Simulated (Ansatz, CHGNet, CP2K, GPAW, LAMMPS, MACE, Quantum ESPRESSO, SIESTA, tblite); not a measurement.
# Amorphous 67HfO2-33GeO2 (mol %) (72 atoms) in tblite

Wanted: tblite inputs and outputs for amorphous 67HfO2-33GeO2 (mol %) (72 atoms), checked against a plane-wave reference.

Calculated with tblite 0.8.0; the method is named at each step.

### Step 1. The starting structure

The cell holds 72 atoms: 16 Hf, 8 Ge and 48 O. Its edges and angles: a = 9.973 Å, b = 9.973 Å, c = 9.973 Å, α = 90.0°, β = 90.0°, γ = 90.0°. 72 atoms (16 Zr, 8 Ge, 48 O) placed at random at 4.59 g/cm³, melted at 5000 K for 10 ps at fixed volume with the Morse and Coulomb pair potential with partial charges (Pedone, Malavasi, Menziani, Cormack and Segre, J. Phys. Chem. B 110, 11780 (2006)). Quenched from 5000 K to 300 K at 20 K/ps and fixed volume, held 10 ps at zero pressure, then minimised at fixed cell. Then Zr was replaced by Hf and the cell scaled by 1.008 (the potential has no terms for the new elements, so the cell is a start for a DFT relaxation).

The yardstick, on the same geometry:

| Quantity | Value |
| --- | --- |
| method | Kohn-Sham DFT, PBE, SSSP efficiency 1.3.0 pseudopotentials, plane waves (Quantum ESPRESSO 7.5); sssp-pbe-1.3.0-efficiency, cutoffs 60/480 Ry, Γ point |
| r.m.s. force component | 0.747 eV/Å |
| longest force | 3.046 eV/Å |
| pressure | -5.823 GPa |
| gap (highest filled to lowest empty level) | 2.055 eV |
| time | 2.7 min on 4 MPI ranks of Arm Neoverse V1, shared host |
| CPU time | 11 min |

### Step 2. GFN1-xTB

Method: GFN1-xTB tight binding, diagonalisation.

run.py

```python
import numpy as np
from ase.io import read
from tblite.ase import TBLite

atoms = read("structure.xyz")
atoms.calc = TBLite(method="GFN1-xTB", electronic_temperature=580, accuracy=1.0, max_iterations=250, mixer_damping=0.4, verbosity=1)
energy = atoms.get_potential_energy()
forces = atoms.get_forces()
print(f"energy {energy:.6f} eV")
print("forces (eV/A)")
for i, (a, f) in enumerate(zip(atoms, forces)):
    print(f"{i:4d} {a.symbol:2s} {f[0]:10.5f} {f[1]:10.5f} {f[2]:10.5f}")
stress = -atoms.get_stress(voigt=False) * 160.21766
print("stress (GPa, compression positive)")
for row in stress:
    print(" ".join(f"{x:10.4f}" for x in row))
print("charges (e)")
print(np.array2string(atoms.get_charges(), precision=4, suppress_small=True, max_line_width=110, threshold=100000))
```

structure.xyz

```xyz
72
Lattice="9.97254 0.00000 0.00000 0.00000 9.97254 0.00000 0.00000 0.00000 9.97254" Properties=species:S:1:pos:R:3 pbc="T T T"
Hf 9.25053 9.94182 7.04939
Hf 2.34953 7.99838 8.47985
Hf 2.05863 7.58990 5.37560
Hf 1.79546 2.06541 6.73127
Hf 7.62201 9.47511 0.55318
Hf 5.32095 0.37128 7.07921
Hf 9.59009 0.04657 3.71946
Hf 1.59940 5.16219 0.26916
Hf 7.12219 7.60207 4.98358
Hf 5.51013 6.37604 7.10065
Hf 8.46569 6.45084 1.56330
Hf 4.63025 3.67698 9.04948
Hf 8.33076 3.44581 0.03052
Hf 9.40730 5.42097 7.43263
Hf 1.56748 8.40167 1.79665
Hf 0.83929 1.29464 0.24313
Ge 4.28241 2.48895 4.50649
Ge 4.31851 0.49743 0.13353
Ge 1.38319 4.54299 5.01669
Ge 7.00292 3.01450 6.58557
Ge 8.59035 3.48790 3.55691
Ge 4.85234 6.75231 0.64403
Ge 4.57550 9.38735 3.18513
Ge 4.43818 5.58851 3.77740
O 6.61459 7.46235 0.75093
O 8.81373 5.54573 9.60844
O 2.90610 1.41839 0.20793
O 3.61066 8.39847 4.25030
O 8.28788 9.00939 8.64569
O 5.45867 6.22596 5.01379
O 4.17610 9.13794 8.89331
O 5.91761 8.43697 6.57519
O 0.52815 1.25873 8.15684
O 0.64373 6.49103 1.55582
O 5.78238 0.25500 0.99646
O 8.51575 1.76843 3.28176
O 7.40581 1.22094 7.00551
O 4.68650 6.39649 2.30555
O 2.74394 5.66819 4.38732
O 3.42287 4.36588 0.62568
O 8.64589 1.34988 0.32530
O 1.16958 6.17450 8.47925
O 3.42966 7.04799 6.93600
O 3.59849 9.14861 1.71627
O 1.23620 9.12647 9.84369
O 5.43962 2.10530 5.77849
O 6.32827 3.68525 0.19706
O 4.28839 1.05888 3.60088
O 3.30251 0.61929 6.60511
O 6.16373 8.87347 3.58972
O 0.28631 3.98313 3.81619
O 8.33555 4.28430 1.99969
O 0.49464 3.39645 0.21850
O 0.95607 0.49583 2.16843
O 0.39402 1.02139 5.47383
O 5.71307 4.21350 7.22959
[... 12 atom lines left out ...]
O 7.75245 3.59470 5.10375
O 8.19055 3.64177 7.85966
O 5.11073 1.58055 8.77643
O 2.68511 3.08102 5.06116
```

Command:

```sh
> OMP_NUM_THREADS=1 python run.py > output.txt
```

Log:

```text
------------------------------------------------------------
  cycle        total energy    energy error   density error
------------------------------------------------------------
      1     -205.0619956641  -2.0515936E+02   1.3714138E+00
      2     -267.6653605512  -6.2603365E+01   1.8388746E+00
      3     -193.6581608373   7.4007200E+01   1.0418870E+00
      4     -244.6194164475  -5.0961256E+01   7.3309775E-01
      5     -246.2590985386  -1.6396821E+00   4.4315237E-01
      6     -256.9600335403  -1.0700935E+01   3.2204702E-01
      7     -255.7960892669   1.1639443E+00   2.9800962E-01
      8     -258.7149527993  -2.9188635E+00   1.5368450E-01
      9     -258.9843649234  -2.6941212E-01   1.2555319E-01
     10     -259.7445353441  -7.6017042E-01   6.5391162E-02
     11     -259.8978699757  -1.5333463E-01   3.2736641E-02
     12     -259.8802163576   1.7653618E-02   3.1783793E-02
     13     -259.9354583063  -5.5241949E-02   1.7096372E-02
     14     -259.9398528664  -4.3945601E-03   1.2102839E-02
     15     -259.9416089915  -1.7561251E-03   8.8577408E-03
     16     -259.9440567390  -2.4477476E-03   4.1230445E-03
     17     -259.9441365983  -7.9859211E-05   2.8547071E-03
     18     -259.9446146578  -4.7805958E-04   1.4665525E-03
     19     -259.9446769189  -6.2261117E-05   9.0964407E-04
     20     -259.9446825060  -5.5870303E-06   6.6418429E-04
     21     -259.9446987777  -1.6271751E-05   3.9115668E-04
     22     -259.9447035832  -4.8054279E-06   1.6589522E-04
     23     -259.9447037165  -1.3332044E-07   1.1643745E-04
     24     -259.9447044092  -6.9271664E-07   6.1586195E-05
     25     -259.9447045522  -1.4305277E-07   1.7315736E-05
------------------------------------------------------------
 total:                                   4.230 sec
energy -7073.455701 eV
forces (eV/A)
   0 Hf    0.33287   -0.37834    0.40233
   1 Hf   -0.32754    0.12888   -0.33794
   2 Hf   -0.21202    0.79273    0.31840
   3 Hf    0.98285   -0.91840    1.42818
   4 Hf    1.09984    0.23602   -1.17222
   5 Hf   -1.59219   -0.28189    0.09842
   6 Hf    1.07777    0.31964    1.01091
   7 Hf    0.47370   -0.61446   -0.55232
   8 Hf    1.68984    0.41040   -1.12360
   9 Hf   -0.74286    0.40635    0.57489
  10 Hf    0.60741    0.32552    0.92731
  11 Hf   -0.85835   -0.37687    0.24407
  12 Hf   -1.67961   -0.23192   -0.15978
  13 Hf   -0.32096    0.18589    0.48644
  14 Hf    0.01170    0.44165   -0.12223
  15 Hf   -0.25594    0.14002   -0.20544
  16 Ge   -0.91963   -0.42704    2.38366
  17 Ge    0.08154    0.15748   -2.64936
  18 Ge   -1.48454    1.25219    3.07734
  19 Ge    1.01705   -0.13572    2.85958
  20 Ge    0.36666   -1.58591   -1.87252
  21 Ge    0.10249    0.75385   -2.65853
  22 Ge   -0.83578   -2.90870    1.04798
  23 Ge   -0.22882    0.51515    1.77184
[...]
64 O    -0.39978    0.62110   -0.30394
  65 O    -0.41967   -0.31384   -0.26596
  66 O     0.64101   -0.53333   -0.76987
  67 O     1.04573   -0.45428   -1.34112
  68 O    -0.14579    0.93986   -0.26238
  69 O     0.69750    0.25817   -0.28398
  70 O     0.39841    0.21532   -0.60482
  71 O     0.37071   -1.06969   -0.52832
stress (GPa, compression positive)
   -8.0308     1.4719    -0.1118
    1.4719    -3.7652    -0.6967
   -0.1118    -0.6967    -5.1177
charges (e)
[ 1.2138  1.185   1.1772  1.1578  1.1505  1.146   1.2033  1.1536  1.1718  1.1875  1.1794  1.1481  1.1737
  1.1938  1.1676  1.2099  0.6671  0.658   0.6784  0.6712  0.6494  0.669   0.6441  0.6745 -0.454  -0.618
 -0.4232 -0.5005 -0.5947 -0.4506 -0.4851 -0.5999 -0.5899 -0.5931 -0.4485 -0.4534 -0.4752 -0.2825 -0.3576
 -0.5897 -0.5943 -0.5879 -0.6126 -0.4243 -0.6101 -0.3804 -0.6082 -0.2844 -0.6058 -0.4461 -0.3103 -0.4234
 -0.6067 -0.6012 -0.6074 -0.4796 -0.4803 -0.5959 -0.4758 -0.5916 -0.6319 -0.5803 -0.4898 -0.5906 -0.5971
 -0.5967 -0.4298 -0.2903 -0.3161 -0.4804 -0.5111 -0.3741]
```

It took 4.9 s on 1 thread of Arm Neoverse V1, shared host; peak memory 0.11 GiB.

Banners, paths, timers and routine set-up lines are dropped from the logs unmarked, and long logs keep their key lines alone; longer cuts are marked.

Against the reference:

```
r.m.s. force component                  : 0.7808 eV/Å
r.m.s. difference of force components   : 764.6 meV/Å
longest difference of force vectors     : 3239 meV/Å
force difference over r.m.s. force      : 102.4 %
slope of forces against the reference's : 0.5224
correlation of force components         : 0.4998
pressure                                : -5.638 GPa
pressure difference                     : 0.1848 GPa
```

Length of the force difference by element (eV/Å):

```csv
element,atoms,mean,most
Ge,8,2.4,3.2
Hf,16,1.0,2.0
O,48,0.90,2.5
```

A closer look about O62, picked at random: 14 atoms, nearest first, numbered in the order of the input, with positions taken from that point.

```csv
atom,x,y,z,distance (Å),bonds,Mulliken charge (e),Fx,Fy,Fz (eV/Å)
O62,0.00,0.00,0.00,0.00,3,-0.58,0.50,-0.56,-0.17
Hf2,1.29,-0.63,1.54,2.11,6,1.19,-0.33,0.13,-0.34
Hf3,1.00,-1.04,-1.57,2.13,6,1.18,-0.21,0.79,0.32
Hf1,-1.78,1.31,0.11,2.21,6,1.21,0.33,-0.38,0.40
O43,2.37,-1.58,-0.01,2.85,3,-0.61,0.28,0.13,-0.08
O55,-0.67,2.36,-1.47,2.86,3,-0.61,-0.23,-0.04,-0.67
O63,-0.45,-2.54,-1.24,2.86,3,-0.49,0.24,0.69,-0.75
O42,0.11,-2.46,1.54,2.90,3,-0.59,0.08,-0.26,0.35
O33,-0.53,2.60,1.22,2.92,3,-0.59,0.11,0.00,-0.26
O45,0.18,0.49,2.90,2.95,3,-0.61,0.42,-0.40,0.39
O49,2.24,1.96,-0.34,3.00,2,-0.61,0.68,0.37,0.01
O66,-2.50,0.44,-1.67,3.04,3,-0.60,-0.42,-0.31,-0.27
O58,-0.07,-0.23,-3.14,3.15,3,-0.60,0.30,-0.10,0.02
O29,-2.74,0.38,1.70,3.25,2,-0.59,-0.37,0.85,0.66
```

Atoms are counted from 1 here, from 0 in the log.

Forces lie 102 % from the reference's, at 0.0074 times its CPU time (on 1 against 4 cores).

### Step 3. Outcome

| Property | Result |
| --- | --- |
| force difference from the reference | tblite GFN1-xTB, 102 % |
| its CPU time | 4.9 s |

In words: Tight binding differs by 102 % (tblite GFN1-xTB); it is another model, with fitted parameters of its own, and the xTB methods hold dispersion. One electronic-structure run takes under half the reference's CPU time: tblite GFN1-xTB, at 102 % in 4.9 s against 11 min, too far off to be of use. Periodic xTB results under one method name differ between programs and library versions. The reference's pressure holds the uncorrected Pulay stress of its 60 Ry basis, so small pressure differences, and their order, may be the reference's own error. The quench rate of 20 K/ps is many orders above laboratory rates, so the cell is likely richer in defects and strain than a real sample. The network of bonds at the start is that of the classical potential that made the cell, and needn't be the one that DFT or experiment would give. The reference's stress is far from hydrostatic: its diagonal is -9.1, -5.2, -3.1 GPa, compression counted positive. The reference's pressure of -5.8 GPa belongs to a cell and atoms that aren't relaxed at this level. The electronic-structure runs sample only Γ, in a cell whose shortest periodic width is 10 Å. Spin–orbit coupling is left out, which matters for the levels of the heavy elements.

[Also dropped from logs without a mark: logging warnings of Python, and SIESTA's first energy breakdown and zero terms.]

[Logs are printed without paths, hosts, clocks, repeated set-up lines and the standing remarks that a program may print on its own settings, such as how far it seeks lower states.]

[Hosts, paths, dates, database ids (printed as entryN), source tags and the programs' standing remarks are cut or masked in the printed files.]
